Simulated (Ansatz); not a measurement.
In doubt: masses and optical values from hybrid runs of this build are listed as unsure (in some of the runs), which bears on the screening that GW takes from such a start.

Two G0W0 runs on Si2WN4 (MoSi2N4-type monolayer).

The cell holds 7 atoms: 1 W, 4 N and 2 Si. Cell: a = 2.914 Å, b = 2.914 Å, c = 37.200 Å, α = 90.0°, β = 90.0°, γ = 120.0°. It derives from N4Si2W1. Vacuum lies along c.

```xyz
7
Lattice="2.9140 0.0000 0.0000 -1.4570 2.5236 0.0000 0.0000 0.0000 37.2000" Properties=species:S:1:pos:R:3
W     0.0000    0.0000   18.6000
N     0.0000    1.6824   19.8542
N     0.0000    1.6824   17.3458
Si    0.0000    1.6824   21.6019
Si    0.0000    1.6824   15.5981
N     1.4570    0.8412   22.1060
N     1.4570    0.8412   15.0940
```

The structure was relaxed with PBE. The runs that relaxed it are not among those shown. Spin-orbit coupling is left out unless a run names it.

The first (Ansatz 0.2.0; start PBE, 9×9×1 mesh, 187 empty bands, screening to 45 eV, PAW set soft_1 files; 1 × NVIDIA H100 80GB HBM3 (shared by 6 runs) with 3 threads of AMD EPYC 7R13 (Zen 3), shared host) gave, on its mesh: starting gap 2.05 eV, G0W0 gap 2.98 eV, mean of 1 + 4πα/V (set by the cell height) 2.38, 27 s.

The second changes start from PBE to HSE06. What does it give?

It gave: starting gap 2.61 eV, G0W0 gap 3.21 eV, mean of 1 + 4πα/V (set by the cell height) 2.11, 68 s. The G0W0 gap moves by +0.24 eV, +0.56 eV from the start and −0.32 eV from the correction. Σc changes by +0.05 eV at the valence top and +0.18 eV at the conduction bottom, and Σx − Vxc between them by −0.45 eV.

Limits: not at the basis limit; coarse mesh for a sheet; no spin-orbit coupling.

[Paths, hosts, dates, memory and timing lines, banners, echoed tables and standing remarks are left out of the program output.]

[Logs are printed without paths, hosts, clocks, repeated set-up lines and the standing remarks that a program may print on its own settings, such as how far it seeks lower states.]

[Runs of the session that timed out or met a known fault of the program may be left out.]

[Cells called generated may have been cut or substituted from an entry of the Crystallography Open Database or the Materials Project.]

[Hosts, paths, dates, database ids (printed as entryN), source tags and the programs' standing remarks are cut or masked in the printed files.]
